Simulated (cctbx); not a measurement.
**Symmetry from intensities**

Cell: a = 10.3640 Å, b = 10.3640 Å, c = 10.3640 Å, α = 90.00°, β = 90.00°, γ = 90.00°. Expected content of the cell: Tl8 Ho4 Cu4 Cl24.

Simulated single-crystal data (cctbx): Ga Kα, λ = 1.3414 Å, to d = 0.83 Å, 80 % of the full sphere, strongest reflection 70000 counts, noise from counting, a 4 % proportional error and a noise floor of 15 counts (s.d.); no absorption.

Tests on the unmerged data give:

```text
6570 reflections to d = 0.832 A
centring   violations  <I/sigma> of those
    A          0 of  3255     -0.0
    B          0 of  3266     -0.0
    C          0 of  3283     -0.0
    I        850 of  3280      3.6
    R       1099 of  4385      4.5
    F          0 of  4902     -0.0
Laue class    unique    Rint  (classes that these axes allow; Friedel mates merged)
F m m m           310   0.030
F m -3            108   0.034
F m -3 m           78   0.035
space group    extra absences  I>4sigma  <I/sigma>
F 4 3 2                 0          0         -  acentric
F -4 3 m                0          0         -  acentric
F m -3 m                0          0         -  centric
Wilson B = 0.53 A^2   <|E^2-1|> = 0.832 (0.968 centric, 0.736 acentric)   E^2>4: 0.0 %
shell (A)         n   <I/sigma>
 5.98 - 1.51     18     68.8
 1.51 - 1.20     13     77.7
 1.20 - 1.05     10     81.3
 1.05 - 0.95     14     76.3
 0.95 - 0.88     11     78.1
 0.88 - 0.83     12     80.8
```

**Question.** What are the lattice type, the Laue class and the likely space group?

The reflections that A, B, C and F centring forbids are absent (⟨I/σ⟩ near 0), so the lattice is F. F holds A, B and C together.

Rint stays low (0.030 to 0.035) up to F m -3 m, the highest class in these axes.

3 settings pass the absence test. No glide or screw absences show, which leaves F 4 3 2, F -4 3 m and F m -3 m.

⟨|E²−1|⟩ = 0.832 lies between the two ideal values. The Wilson B of 0.53 Å² means U ≈ 0.0067 Å².

The true group is Fm-3m (no. 225), Laue class m-3m, centrosymmetric. The tables only narrow the choice to the tied entries; cell content, site symmetry and trial solutions must settle it.

The model was made for the exercise: a known structure type with other elements put in, its volume estimated, not relaxed; displacement parameters are assumed.

[Logs are printed without paths, hosts, clocks, repeated set-up lines and the standing remarks that a program may print on its own settings, such as how far it seeks lower states.]
